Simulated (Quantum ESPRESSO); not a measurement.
# CuF2: orders under a distortion at fixed volume

Wanted: the trend of the moments of CuF2 with a distortion at fixed volume.

Program: Quantum ESPRESSO 7.5. Level of theory: PBEsol with U = 6 eV on Cu d (ortho-atomic projectors); plane waves with GBRV 1.5 PBEsol potentials, no spin-orbit coupling. Results are calculated unless marked as measured.

## Step 1: The starting structure

The structure is monoclinic, space group P2_1/c (No. 14). Conventional cell: a = 3.320 Å, b = 4.540 Å, c = 5.343 Å, α = 90.00°, β = 121.44°, γ = 90.00°. Nearest to Cu lie 6 F at 1.91 to 2.31 Å. Nearest to F lie 3 Cu at 1.91 to 2.31 Å. Farther neighbours and most contacts between anions are not listed.

The cell comes from the Crystallography Open Database.

## Step 2: Factor along z 0.92, ferro ++

Lengths along Cartesian z scale by the factor and those normal to it by its inverse root. Atoms keep their fractional places. Seeded atoms are those given a starting moment.

File pw.in:

```
&CONTROL
  calculation = 'scf'
  prefix = 'pwscf'
  outdir = './tmp'
  pseudo_dir = './pseudo'
  disk_io = 'nowf'
  tprnfor = .true.
  tstress = .true.
/
&SYSTEM
  ibrav = 0
  celldm(1) = 8
  nat = 6
  ntyp = 2
  ecutwfc = 40
  ecutrho = 280
  nbnd = 45
  occupations = 'smearing'
  smearing = 'fd'
  degauss = 0.00734986
  nspin = 2
  starting_magnetization(1) = 0.0526
  starting_magnetization(2) = 0
/
&ELECTRONS
  conv_thr = 1.2d-08
  electron_maxstep = 150
  mixing_beta = 0.3
/
ATOMIC_SPECIES
Cu     63.5460 cu_pbesol_v1.2.uspp.F.UPF
F      18.9984 f_pbesol_v1.4.uspp.F.UPF
CELL_PARAMETERS alat
   0.8176229063803    0.0000000000000    0.0000000000000
   0.0000000000000    1.1180746972793    0.0000000000000
  -0.6863275166560    0.0000000000000    0.9907405125149
ATOMIC_POSITIONS crystal
Cu      0.0000000000    0.0000000000    0.0000000000
Cu      0.0000000000    0.5000000000    0.5000000000
F       0.2560000000    0.3000000000    0.3000000000
F       0.7440000000    0.8000000000    0.2000000000
F       0.7440000000    0.7000000000    0.7000000000
F       0.2560000000    0.2000000000    0.8000000000
K_POINTS automatic
8 8 8 0 0 0
HUBBARD {ortho-atomic}
U Cu-3d 6.0000
```

The run is started by

```
$ OMP_NUM_THREADS=1 mpirun -n 4 pw.x -nk 4 -in pw.in > pw.out
```

What it wrote:

```text
Program PWSCF v.7.5 starts

     Message from routine setup:
     using ibrav=0 with symmetry is DISCOURAGED, use correct ibrav instead

     K-points division:     npool     =       4
     Subspace diagonalization in iterative solution of the eigenvalue problem:

     bravais-lattice index     =            0
     lattice parameter (alat)  =       8.0000  a.u.
     unit-cell volume          =     463.7178 (a.u.)^3
     number of atoms/cell      =            6
     number of atomic types    =            2
     number of electrons       =        66.00
     number of Kohn-Sham states=           45
     kinetic-energy cutoff     =      40.0000  Ry
     charge density cutoff     =     280.0000  Ry
     scf convergence threshold =      1.2E-08
     mixing beta               =       0.3000
     number of iterations used =            8  plain     mixing
     Exchange-correlation= SLA  PW   PSX  PSC
                           (   1   4  10   8   0   0   0)
     Hubbard projectors: ortho-atomic
     Hubbard parameters of DFT+U (Dudarev formulation) in eV:
     U(Cu-3d) =  6.0000

     Internal variables: lda_plus_u =T, lda_plus_u_kind = 0

     Internal variables: orbital_resolved =F, hub_pot_fix =F, apply_U = F

     celldm(1)=   8.000000  celldm(2)=   0.000000  celldm(3)=   0.000000
     celldm(4)=   0.000000  celldm(5)=   0.000000  celldm(6)=   0.000000

     crystal axes: (cart. coord. in units of alat)
               a(1) = (   0.817623   0.000000   0.000000 )
               a(2) = (   0.000000   1.118075   0.000000 )
               a(3) = (  -0.686328   0.000000   0.990741 )

     reciprocal axes: (cart. coord. in units 2 pi/alat)
               b(1) = (  1.223058 -0.000000  0.847263 )
               b(2) = (  0.000000  0.894395 -0.000000 )
               b(3) = (  0.000000  0.000000  1.009346 )

     PseudoPot. # 1 for Cu read from file:
     cu_pbesol_v1.2.uspp.F.UPF
     Pseudo is Ultrasoft + core correction, Zval = 19.0

     PseudoPot. # 2 for F  read from file:
     f_pbesol_v1.4.uspp.F.UPF
     Pseudo is Ultrasoft, Zval =  7.0

     atomic species   valence    mass     pseudopotential
     Cu               19.00    63.54600     Cu( 1.00)
     F                 7.00    18.99840     F ( 1.00)

     Starting magnetic structure
     atomic species   magnetization
     Cu              0.053
     F               0.000

      4 Sym. Ops., with inversion, found ( 2 have fractional translation)

   Cartesian axes

     site n.     atom                  positions (alat units)
         1        Cu     tau(   1) = (   0.0000000   0.0000000   0.0000000  )
         2        Cu     tau(   2) = (  -0.3431638   0.5590373   0.4953703  )
         3        F      tau(   3) = (   0.0034132   0.3354224   0.2972222  )
         4        F      tau(   4) = (   0.4710459   0.8944598   0.1981481  )
         5        F      tau(   5) = (   0.1278822   0.7826523   0.6935184  )
         6        F      tau(   6) = (  -0.3397505   0.2236149   0.7925924  )

     number of k points=   170  Fermi-Dirac smearing, width (Ry)=  0.0073

     Number of k-points >= 100: set verbosity='high' to print them.

     Dense  grid:    36701 G-vectors     FFT dimensions: (  36,  48,  54)

     Smooth grid:    15823 G-vectors     FFT dimensions: (  27,  40,  40)

     Generating pointlists ...
     new r_m :   0.1849 (alat units)  1.4790 (a.u.) for type    1
     new r_m :   0.1849 (alat units)  1.4790 (a.u.) for type    2

     Initial potential from superposition of free atoms

     starting charge      64.0000, renormalised to      66.0000

     STARTING HUBBARD OCCUPATIONS:

     =================== HUBBARD OCCUPATIONS ===================
     ------------------------ ATOM    1 ------------------------
     Tr[ns(  1)] (up, down, total) =   5.00000  3.00000  8.00000
     Atomic magnetic moment for atom   1 =   2.00000
     [... lines left out ...]
     ------------------------ ATOM    2 ------------------------
     Tr[ns(  2)] (up, down, total) =   5.00000  3.00000  8.00000
     Atomic magnetic moment for atom   2 =   2.00000
     [... lines left out ...]
     Number of occupied Hubbard levels =   16.0000

     Atomic wfc used for Hubbard projectors are orthogonalized

     Starting wfcs are   42 randomized atomic wfcs +    3 random wfcs

     Self-consistent Calculation

     iteration #  1     ecut=    40.00 Ry     beta= 0.30
     Davidson diagonalization with overlap
     ethr =  1.00E-02,  avg # of iterations =  5.5

     =================== HUBBARD OCCUPATIONS ===================
     ------------------------ ATOM    1 ------------------------
     Tr[ns(  1)] (up, down, total) =   4.92520  4.07850  9.00370
     Atomic magnetic moment for atom   1 =   0.84669
     [... lines left out ...]
     ------------------------ ATOM    2 ------------------------
     Tr[ns(  2)] (up, down, total) =   4.92520  4.07850  9.00370
     Atomic magnetic moment for atom   2 =   0.84669
     [... lines left out ...]
     Number of occupied Hubbard levels =   18.0074

     Threshold (ethr) on eigenvalues was too large:
     Diagonalizing with lowered threshold

     Davidson diagonalization with overlap
     ethr =  9.98E-04,  avg # of iterations =  1.1

     total energy              =   -1000.73743805 Ry
     estimated scf accuracy    <       0.73759904 Ry

     total magnetization       =     2.00 Bohr mag/cell
     absolute magnetization    =     2.16 Bohr mag/cell

     iteration #  2     ecut=    40.00 Ry     beta= 0.30
     Davidson diagonalization with overlap
     ethr =  1.12E-03,  avg # of iterations =  2.0

     total energy              =   -1000.93748508 Ry
     estimated scf accuracy    <       0.07569515 Ry

     total magnetization       =     2.00 Bohr mag/cell
     absolute magnetization    =     2.06 Bohr mag/cell

     [... further iterations left out ...]

     iteration # 15     ecut=    40.00 Ry     beta= 0.30
     Davidson diagonalization with overlap
     ethr =  7.15E-11,  avg # of iterations =  3.0

     total energy              =   -1000.94740100 Ry
     estimated scf accuracy    <       0.00000010 Ry

     total magnetization       =     2.00 Bohr mag/cell
     absolute magnetization    =     2.12 Bohr mag/cell

     iteration # 16     ecut=    40.00 Ry     beta= 0.30
     Davidson diagonalization with overlap
     ethr =  7.15E-11,  avg # of iterations =  2.7

     Magnetic moment per site  (integrated on atomic sphere of radius R)
     atom   1 (R=0.185)  charge= 16.2260  magn=  0.8146
     atom   2 (R=0.185)  charge= 16.2260  magn=  0.8146
     atom   3 (R=0.185)  charge=  6.3004  magn=  0.0847
     atom   4 (R=0.185)  charge=  6.3004  magn=  0.0847
     atom   5 (R=0.185)  charge=  6.3004  magn=  0.0847
     atom   6 (R=0.185)  charge=  6.3004  magn=  0.0847

     End of self-consistent calculation

     =================== HUBBARD OCCUPATIONS ===================
     ------------------------ ATOM    1 ------------------------
     Tr[ns(  1)] (up, down, total) =   4.96719  4.14946  9.11666
     Atomic magnetic moment for atom   1 =   0.81773
     [... lines left out ...]
     ------------------------ ATOM    2 ------------------------
     Tr[ns(  2)] (up, down, total) =   4.96719  4.14946  9.11666
     Atomic magnetic moment for atom   2 =   0.81773
     [... lines left out ...]
     Number of occupied Hubbard levels =   18.2333

     Number of k-points >= 100: set verbosity='high' to print the bands.

     the Fermi energy is     5.9480 ev

!    total energy              =   -1000.94740104 Ry
     estimated scf accuracy    <          7.6E-09 Ry
     smearing contrib. (-TS)   =      -0.00000009 Ry
     internal energy E=F+TS    =   -1000.94740095 Ry

     The total energy is F=E-TS. E is the sum of the following terms:
     one-electron contribution =    -786.51417534 Ry
     hartree contribution      =     422.95993556 Ry
     xc contribution           =    -113.49758191 Ry
     ewald contribution        =    -523.99627750 Ry
     Hubbard energy            =       0.10069824 Ry

     total magnetization       =     2.00 Bohr mag/cell
     absolute magnetization    =     2.12 Bohr mag/cell

     convergence has been achieved in  16 iterations

     Forces acting on atoms (cartesian axes, Ry/au):

     atom    1 type  1   force =    -0.00000000    0.00000000   -0.00000000
     atom    2 type  1   force =     0.00000000    0.00000000    0.00000000
     atom    3 type  2   force =     0.00169786    0.00334646    0.00128663
     atom    4 type  2   force =    -0.00169786    0.00334646   -0.00128663
     atom    5 type  2   force =    -0.00169786   -0.00334646   -0.00128663
     atom    6 type  2   force =     0.00169786   -0.00334646    0.00128663

     Total force =     0.007934     Total SCF correction =     0.000085

     Computing stress (Cartesian axis) and pressure

          total   stress  (Ry/bohr**3)                   (kbar)     P=       11.94
  -0.00007748   0.00000000  -0.00013322          -11.40        0.00      -19.60
   0.00000000   0.00001799   0.00000000            0.00        2.65        0.00
  -0.00013322   0.00000000   0.00030308          -19.60        0.00       44.58

=------------------------------------------------------------------------------=
   JOB DONE.
=------------------------------------------------------------------------------=
```

The job ended after 4.4 min (4 MPI ranks of Intel Xeon 6975P-C (Granite Rapids), shared host; peak memory 0.99 GiB).

Spin moment in the atom's sphere by atom:

```csv
atom,spin moment in the atom's sphere (μB)
Cu1,0.815
Cu2,0.815
F3,0.085
F4,0.085
F5,0.085
F6,0.085
```

Numbers from this step:

```yaml
smearing_term_ts: 1.19e-6 eV
pressure: 1.194 GPa
magnetization: 2 μB
absolute_magnetization: 2.117 μB
final_state: ferromagnetic
```

## Step 3: Factor along z 0.92, antiferro +-

Changes to pw.in since step 2:

```diff
@@ -13,6 +13,6 @@
   nat = 6
-  ntyp = 2
+  ntyp = 3
   ecutwfc = 40
   ecutrho = 280
-  nbnd = 45
+  nbnd = 44
   occupations = 'smearing'
@@ -22,3 +22,4 @@
   starting_magnetization(1) = 0.0526
-  starting_magnetization(2) = 0
+  starting_magnetization(2) = -0.0526
+  starting_magnetization(3) = 0
 /
@@ -30,3 +31,4 @@
 ATOMIC_SPECIES
-Cu     63.5460 cu_pbesol_v1.2.uspp.F.UPF
+Cu1    63.5460 cu_pbesol_v1.2.uspp.F.UPF
+Cu2    63.5460 cu_pbesol_v1.2.uspp.F.UPF
 F      18.9984 f_pbesol_v1.4.uspp.F.UPF
@@ -37,4 +39,4 @@
 ATOMIC_POSITIONS crystal
-Cu      0.0000000000    0.0000000000    0.0000000000
-Cu      0.0000000000    0.5000000000    0.5000000000
+Cu1     0.0000000000    0.0000000000    0.0000000000
+Cu2     0.0000000000    0.5000000000    0.5000000000
 F       0.2560000000    0.3000000000    0.3000000000
@@ -46,2 +48,3 @@
 HUBBARD {ortho-atomic}
-U Cu-3d 6.0000
+U Cu1-3d 6.0000
+U Cu2-3d 6.0000
```

What it wrote:

```text
     [... lines left out ...]
Program PWSCF v.7.5 starts
     [... lines left out ...]
     number of atoms/cell      =            6
     [... lines left out ...]
     number of electrons       =        66.00
     number of Kohn-Sham states=           44
     kinetic-energy cutoff     =      40.0000  Ry
     charge density cutoff     =     280.0000  Ry
     scf convergence threshold =      1.2E-08
     [... lines left out ...]
      2 Sym. Ops., with inversion, found
     [... lines left out ...]
     number of k points=   260  Fermi-Dirac smearing, width (Ry)=  0.0073
     [... lines left out ...]
     iteration # 14     ecut=    40.00 Ry     beta= 0.30
     [... lines left out ...]
     Magnetic moment per site  (integrated on atomic sphere of radius R)
     atom   1 (R=0.185)  charge= 16.2285  magn=  0.7986
     atom   2 (R=0.185)  charge= 16.2285  magn= -0.7986
     atom   3 (R=0.185)  charge=  6.2993  magn=  0.0031
     atom   4 (R=0.185)  charge=  6.2993  magn= -0.0031
     atom   5 (R=0.185)  charge=  6.2993  magn=  0.0031
     atom   6 (R=0.185)  charge=  6.2993  magn= -0.0031
     [... lines left out ...]
     Tr[ns(  1)] (up, down, total) =   4.96331  4.15869  9.12200
     [... lines left out ...]
     Tr[ns(  2)] (up, down, total) =   4.15869  4.96331  9.12200
     [... lines left out ...]
     the Fermi energy is     5.9482 ev
!    total energy              =   -1000.95017013 Ry
     estimated scf accuracy    <          7.3E-09 Ry
     smearing contrib. (-TS)   =      -0.00000001 Ry
     [... lines left out ...]
     total magnetization       =     0.00 Bohr mag/cell
     absolute magnetization    =     1.93 Bohr mag/cell
     convergence has been achieved in  14 iterations
     [... lines left out ...]
     Total force =     0.005670     Total SCF correction =     0.000039
     [... lines left out ...]
          total   stress  (Ry/bohr**3)                   (kbar)     P=        9.87
     [... lines left out ...]
```

Run time: 5.8 min. Hardware: 4 MPI ranks; peak memory 1.3 GiB.

Spin moment in the atom's sphere by atom:

```csv
atom,spin moment in the atom's sphere (μB)
Cu1,0.799
Cu2,-0.799
F3,0.003
F4,-0.003
F5,0.003
F6,-0.003
```

Numbers from this step:

- smearing term TS: 1.88e-7 eV
- pressure: 0.987 GPa
- magnetization: 0 μB
- absolute magnetization: 1.932 μB
- final state: antiferromagnetic

(Continued in part 2 of 2.)

[Logs and program files are shortened in this print: banners, set-up blocks, solver, clock and traceback lines can be left out without a mark of their own.]

[Logs are printed without paths, hosts, clocks, repeated set-up lines and the standing remarks that a program may print on its own settings, such as how far it seeks lower states.]

[Hosts, paths, dates, database ids (printed as entryN), source tags and the programs' standing remarks are cut or masked in the printed files.]

[Where a cell is said to come from a database of computed structures, the database is the Materials Project.]
